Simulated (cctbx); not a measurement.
## Diagnosing a refinement

Cell a = 11.5400 Å, b = 3.8270 Å, c = 16.5980 Å, α = 90.00°, β = 90.00°, γ = 90.00°; space group Pnma (no. 62). The compound is Nd2MnCuS5.

Simulated single-crystal data (cctbx): Mo Kα, λ = 0.71073 Å, to d = 0.77 Å, 95 % of the full sphere, strongest reflection 5000 counts, noise from counting, a 2 % proportional error and a noise floor of 4 counts (s.d.); no absorption.

An anisotropic refinement with weights 1/σ² prints:

```text
Rint 0.043, 64 unique reflections to 2.01 A
cycle     R1     wR2    GooF  max shift (A)
   1  0.0156  0.0297   2.276   0.05786
   3  0.0055  0.0125   0.959   0.00000
final R1 0.0055 wR2 0.0125 GooF 0.959  parameters 54  data/parameter 1.2
atom        x        y        z      Ueq    occ   su(xyz)  su(Uiso or U11)
Nd1    0.52266  0.75000  0.32006   0.0084  1.000  0.00031  0.0106
Nd2    0.85789  0.75000  0.40356   0.0082  1.000  0.00041  0.0083
Cu1    0.42151  0.75000  0.49773   0.0204  1.000  0.00185  0.0310  NPD
Mn1    0.79849  0.75000  0.63896   0.0080  1.000  0.00147  0.0232  NPD
S1     0.30986  0.75000  0.61090   0.0204  1.000  0.00223  0.0337  NPD
S2     0.59608  0.75000  0.57267   0.0100  1.000  0.00174  0.0748  NPD
S3     0.25970  0.75000  0.27034   0.0110  1.000  0.00102  0.0279  NPD
S4     0.50993  0.75000  0.80436  -0.0010  1.000  0.00155  0.0245  NPD
S5     0.10781  0.75000  0.46602   0.0322  1.000  0.00139  0.0327  NPD
difference map: max 0.14 min -0.15 rms 0.04
Q1    0.0272  0.2500  0.4190    4    0.14  1.95 A from S4
Q2    0.2466  0.2500  0.0532    4    0.08  1.16 A from S1
Q3    0.0087  0.2500  0.7349    4    0.08  1.46 A from Nd1
Q4    0.2257  0.7500  0.6640    4    0.07  1.31 A from S1
Q5    0.2404  0.2500  0.8763    4    0.06  1.76 A from S3
Q6    0.2523  0.2500  0.7321    4    0.06  0.65 A from S3
```

**Question.** Can this result stand? If not, what is the likely fault?

Mend it. The fault: data cut at low resolution. Against the right model at the same level, R1 goes from 0.0233 to 0.0055 and GooF from 0.94 to 0.96 and Cu1, Mn1, S1, S2, S3, S4 and S5 go non-positive-definite. The atoms are right, but there are too few data for the parameters: R1 flatters and the s.u.s grow. Data per parameter fall from 17.7 to 1.2.

The compound is Nd2MnCuS5. The right model at the same level gives:

```text
Rint 0.072, 954 unique reflections to 0.77 A
cycle     R1     wR2    GooF  max shift (A)
   1  0.0236  0.0453   0.955   0.00047
   2  0.0233  0.0446   0.939   0.00000
final R1 0.0233 wR2 0.0446 GooF 0.939  parameters 54  data/parameter 17.7
atom        x        y        z      Ueq    occ   su(xyz)  su(Uiso or U11)
Nd1    0.52273  0.75000  0.32039   0.0130  1.000  0.00004  0.0002
Nd2    0.85727  0.75000  0.40357   0.0113  1.000  0.00004  0.0002
Cu1    0.42174  0.75000  0.49730   0.0151  1.000  0.00009  0.0005
Mn1    0.79857  0.75000  0.63930   0.0140  1.000  0.00011  0.0006
S1     0.31529  0.75000  0.61049   0.0192  1.000  0.00020  0.0010
S2     0.59507  0.75000  0.57418   0.0196  1.000  0.00020  0.0011
S3     0.26056  0.75000  0.26989   0.0186  1.000  0.00020  0.0011
S4     0.51262  0.75000  0.80538   0.0187  1.000  0.00020  0.0011
S5     0.10559  0.75000  0.46615   0.0189  1.000  0.00020  0.0011
difference map: max 1.61 min -1.62 rms 0.33
Q1    0.0785  0.2500  0.7509    4    1.75  1.64 A from Nd1
Q2    0.1826  0.2500  0.9885    4    1.44  1.21 A from Cu1
Q3    0.2516  0.2500  0.7522    4    1.40  0.33 A from S3
Q4    0.0281  0.2500  0.7935    4    1.32  0.74 A from Nd1
Q5    0.2568  0.2500  0.5395    4    1.22  1.62 A from Nd2
Q6    0.1632  0.7500  0.4328    4    1.19  0.87 A from S5
```

Isotropic U is held between 0.0001 and 1 Å² by the program, and listed peak heights are interpolated, so they can pass the grid's maximum.

The model was made for the exercise: a known structure type with other elements put in, its volume estimated, not relaxed; displacement parameters are assumed.

[Middle refinement cycles are left out of these outputs.]

[Logs are printed without paths, hosts, clocks, repeated set-up lines and the standing remarks that a program may print on its own settings, such as how far it seeks lower states.]
